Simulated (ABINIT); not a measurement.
## AgCl (Fm-3m): one start, several treatments of the self-energy

Aim: compare treatments of exchange, screening and correlation for the gap of AgCl (Fm-3m).

Calculated with ABINIT 10.8.3; PBE and many-body steps on it, plane waves.

Report form: the programs' logs are mostly left out.

### 1. The structure

It takes space group Fm-3m (No. 225, cubic). Conventional cell: a = 5.545 Å, b = 5.545 Å, c = 5.545 Å, α = 90.00°, β = 90.00°, γ = 90.00°. Nearest to Ag lie 6 Cl at 2.77 Å. Nearest to Cl lie 6 Ag at 2.77 Å. Farther neighbours and most contacts between anions are not listed.

The cell and positions are those that the Materials Project relaxed with its own functionals (PBE, PBE+U or r2SCAN), kept fixed.

### 2. Empty states on the mesh, 6×6×6 mesh, 403 bands

This step: ABINIT 10.8.3; DFT, PBE, plane waves, norm-conserving pseudopotentials.

The sums over transitions need many empty states on a uniform mesh; this step solves for them.

The input, run.abi:

```
acell 3*1.0 Angstrom
rprim 
  0.000000000000 2.772662996800 2.772662996800
  2.772662996800 0.000000000000 2.772662996800
  2.772662996800 2.772662996800 0.000000000000
ntypat 2
znucl 47 17
natom 2
typat 1 2
xred 
  0.000000000000 0.000000000000 0.000000000000
  0.500000000000 0.500000000000 0.500000000000
pp_dirpath "pseudos"
pseudos "Ag.upf, Cl.upf"
ecut 37
ngkpt 6 6 6
nshiftk 1
shiftk 0 0 0
kptopt 1
chksymbreak 0
irdden 1
istwfk *1
nband 403
prtvol 0
optdriver 6
gwr_task "HDIAGO"
paral_kgb 0
occopt 1
indata_prefix "in"
outdata_prefix "out"
tmpdata_prefix "tmp"
```

The run is started by

```
> OMP_NUM_THREADS=1 mpirun -n 8 abinit run.abi > log
```

Elapsed: 46 s, on 8 MPI ranks of Arm Neoverse V2, shared host; peak memory 4.7 GiB; 6.1 min of CPU time.

Numbers from this step:

- gap: 0.9128 eV
- k of the valence top: 0.5, 0, 0
- k of the conduction bottom: 0, 0, 0
- least direct gap: 3.230 eV
- k points computed: 16
- lowest point of the top converged band, above the valence top: 238.2175 eV

On this mesh the gap is 0.913 eV.

The density comes from a self-consistent run that is not shown.

### 3. Screening, 6×6×6 mesh, 169 bands, screening to 212.2 eV

The RPA dielectric matrix is built and inverted for each q.

This step: RPA screening on PBE, plane waves, norm-conserving pseudopotentials.

run.abi: that of step 2 with these lines changed.

```diff
@@ -20,10 +20,11 @@
 chksymbreak 0
-irdden 1
 istwfk *1
-nband 403
-prtvol 0
-optdriver 6
-gwr_task "HDIAGO"
-paral_kgb 0
 occopt 1
+irdwfk 1
+optdriver 3
+nband 169
+ecuteps 7.8
+inclvkb 2
+awtr 1
+symchi 1
 indata_prefix "in"
```

Wall time 2.9 min (8 MPI ranks); peak memory 2.9 GiB.

This step gave:

| Property | Result |
| --- | --- |
| ε∞ with local fields, on this mesh, along the program's q direction | 4.945 |
| the same without local fields | 5.410 |
| plasma frequency | 29.00 eV |
| plane waves in the screening matrix | 307 |

Local fields lower ε∞ by 9 %.

### 4. G0W0, Godby-Needs plasmon pole

The self-energy is evaluated for the states that the input lists, and the levels follow from it, in one-shot runs by the linearised quasiparticle equation.

This step: G0W0 on PBE, plane waves, norm-conserving pseudopotentials.

run.abi: that of step 3 with these lines changed.

```diff
@@ -23,8 +23,17 @@
 irdwfk 1
-optdriver 3
+optdriver 4
 nband 169
+gwcalctyp 0
+ecutsigx 37
+symsigma 1
+nkptgw 2
+kptgw 
+  0.5000000000 0.0000000000 0.0000000000
+  0.0000000000 0.0000000000 0.0000000000
+bdgw 
+  12 15
+  11 17
 ecuteps 7.8
-inclvkb 2
-awtr 1
-symchi 1
+irdscr 1
+ppmodel 1
 indata_prefix "in"
```

Wall time 22 s (8 MPI ranks); peak memory 3 GiB.

Numbers from this step:

| Quantity | Value |
| --- | --- |
| G0W0 gap on the points computed | 2.178 eV |
| starting gap on the mesh | 0.9128 eV |
| k of the valence top | 0.5, 0, 0 |
| k of the conduction bottom | 0, 0, 0 |
| Z at the valence top | 0.796 |
| Z at the conduction bottom | 0.831 |
| least direct G0W0 gap on the computed points | 4.747 eV |

The gap on the mesh goes from 0.91 eV to 2.18 eV, a correction of +1.27 eV.

### 5. G0W0, Hybertsen-Louie plasmon pole

run.abi: that of step 4 with these lines changed.

```diff
@@ -37,3 +37,3 @@
 irdscr 1
-ppmodel 1
+ppmodel 2
 indata_prefix "in"
```

Run time: 22 s. Hardware: 8 MPI ranks; peak memory 2.8 GiB.

Numbers from this step:

```
G0W0 gap on the points computed              : 2.151 eV
starting gap on the mesh                     : 0.9128 eV
k of the valence top                         : 0.5, 0, 0
k of the conduction bottom                   : 0, 0, 0
Z at the valence top                         : 0.85
Z at the conduction bottom                   : 0.872
least direct G0W0 gap on the computed points : 4.956 eV
```

Against G0W0 in ABINIT (6×6×6 mesh, 169 bands, screening to 212.2 eV, Godby-Needs plasmon pole), the gap moves by −0.027 eV.

### 6. G0W0, von der Linden-Horsch plasmon pole

run.abi: that of step 5 with these lines changed.

```diff
@@ -37,3 +37,3 @@
 irdscr 1
-ppmodel 2
+ppmodel 3
 indata_prefix "in"
```

Elapsed: 11 s, on 8 MPI ranks; peak memory 2.6 GiB; 87 s of CPU time.

Numbers from this step:

```yaml
g0w0_gap_on_the_points_computed: 2.015 eV
starting_gap_on_the_mesh: 0.9128 eV
k_of_the_valence_top: 0.5, 0, 0
k_of_the_conduction_bottom: 0, 0, 0
least_direct_g0w0_gap_on_the_computed_points: 4.852 eV
```

Against G0W0 in ABINIT (6×6×6 mesh, 169 bands, screening to 212.2 eV, Godby-Needs plasmon pole), the gap moves by −0.163 eV.

### 7. One-shot COHSEX

This step: one-shot COHSEX on PBE, plane waves, norm-conserving pseudopotentials.

run.abi: that of step 6 with these lines changed.

```diff
@@ -25,3 +25,3 @@
 nband 169
-gwcalctyp 0
+gwcalctyp 7
 ecutsigx 37
@@ -37,3 +37,2 @@
 irdscr 1
-ppmodel 3
 indata_prefix "in"
```

Elapsed: 3.4 s, on 8 MPI ranks; peak memory 1.3 GiB.

Numbers from this step:

| Item | Value |
| --- | --- |
| quasiparticle gap on the points computed | 3.145 eV |
| starting gap on the mesh | 0.9128 eV |
| k of the valence top | 0.5, 0, 0 |
| k of the conduction bottom | 0, 0, 0 |
| least direct quasiparticle gap on the computed points | 5.763 eV |

Against G0W0 in ABINIT (6×6×6 mesh, 169 bands, screening to 212.2 eV, Godby-Needs plasmon pole), the gap moves by +0.967 eV.

### 8. One-shot Hartree-Fock

This step: one-shot Hartree-Fock on PBE, plane waves, norm-conserving pseudopotentials.

run.abi: that of step 7 with these lines changed.

```diff
@@ -24,4 +24,4 @@
 optdriver 4
-nband 169
-gwcalctyp 7
+nband 17
+gwcalctyp 5
 ecutsigx 37
@@ -35,4 +35,4 @@
   11 17
-ecuteps 7.8
-irdscr 1
+ixc_sigma 40
+fftgw 31
 indata_prefix "in"
```

Elapsed: 3 s, on 8 MPI ranks; peak memory 0.25 GiB; 23 s of CPU time.

This step gave:

* quasiparticle gap on the points computed: 9.988 eV
* starting gap on the mesh: 0.9128 eV
* k of the valence top: 0.5, 0, 0
* k of the conduction bottom: 0, 0, 0
* least direct quasiparticle gap on the computed points: 11.60 eV

Against G0W0 in ABINIT (6×6×6 mesh, 169 bands, screening to 212.2 eV, Godby-Needs plasmon pole), the gap moves by +7.810 eV.

### 9. Side by side

Times are wall times on 8 MPI ranks of Arm Neoverse V2, shared host, good to a factor of about two. A run's time includes the screening step that it read.

| run | mesh | bands | screening cutoff (eV) | DFT gap (eV) | gap on the mesh (eV) | direct (eV) | ε∞ used | time |
| --- | --- | --- | --- | --- | --- | --- | --- | --- |
| G0W0, Godby-Needs plasmon pole | 6×6×6 | 169 | 212.2 | 0.913 | 2.178 | 4.747 | 4.94 | 3.2 min |
| G0W0, Hybertsen-Louie plasmon pole | 6×6×6 | 169 | 212.2 | 0.913 | 2.151 | 4.956 | 4.94 | 3.2 min |
| G0W0, von der Linden-Horsch plasmon pole | 6×6×6 | 169 | 212.2 | 0.913 | 2.015 | 4.852 | 4.94 | 3 min |
| one-shot COHSEX | 6×6×6 | 169 | 212.2 | 0.913 | 3.145 | 5.763 | 4.94 | 2.9 min |
| one-shot Hartree-Fock | 6×6×6 | - | - | 0.913 | 9.988 | 11.596 | - | 3 s |

### 10. Summary of results

```
G0W0, Godby-Needs plasmon pole           : 2.178 eV
G0W0, Hybertsen-Louie plasmon pole       : 2.151 eV
G0W0, von der Linden-Horsch plasmon pole : 2.015 eV
one-shot COHSEX                          : 3.145 eV
one-shot Hartree-Fock                    : 9.988 eV
known limits                             : not at the basis limit; d shell near the gap, gap tends to lie low; no spin-orbit coupling; coarse k mesh
```

What this shows: G0W0, Hybertsen-Louie plasmon pole: −0.027 eV against G0W0, Godby-Needs plasmon pole. G0W0, von der Linden-Horsch plasmon pole: −0.163 eV against G0W0, Godby-Needs plasmon pole. One-shot COHSEX: +0.967 eV against G0W0, Godby-Needs plasmon pole. One-shot Hartree-Fock: +7.810 eV against G0W0, Godby-Needs plasmon pole. Bare exchange alone opens the gap to 9.99 eV; against G0W0, correlation takes back 7.81 eV. Static COHSEX lies above G0W0: it lacks the factor Z and overstates the Coulomb hole of the filled states. Bands and cutoff are finite, so the gap is not at the basis limit. The miss can reach some tenths of an eV and take either sign; the mesh is an error of its own. In the G0W0 runs levels were corrected at 2 k points alone, so a gap called «on the mesh» is the least over those, and an edge elsewhere would be missed. The 6×6×6 mesh is coarse for this cell, which bears on the long-range parts of exchange and screening. A d shell, filled or nearly so, lies near the gap. One-shot GW converges very slowly in bands there, not always from below, and on a semilocal start the gap tends to come out low; starts rich in exact exchange can overshoot instead. The many-body steps are scalar-relativistic: spin-orbit coupling is not in them.

[Paths, hosts, dates, memory and timing lines, banners, echoed tables and standing remarks are left out of the program output.]

[Logs are printed without paths, hosts, clocks, repeated set-up lines and the standing remarks that a program may print on its own settings, such as how far it seeks lower states.]

[Runs of the session that timed out or met a known fault of the program may be left out.]

[Hosts, paths, dates, database ids (printed as entryN), source tags and the programs' standing remarks are cut or masked in the printed files.]

[G0W0 gaps are taken among the corrected bands and points alone; a level outside them can change the order at an edge.]

[Where Ansatz stands beside ABINIT at settings called matched, ABINIT's density can come from a denser mesh and the files from another edition; pairs whose starting gaps differed by over 0.03 eV were left out, so agreement reads better than it is.]
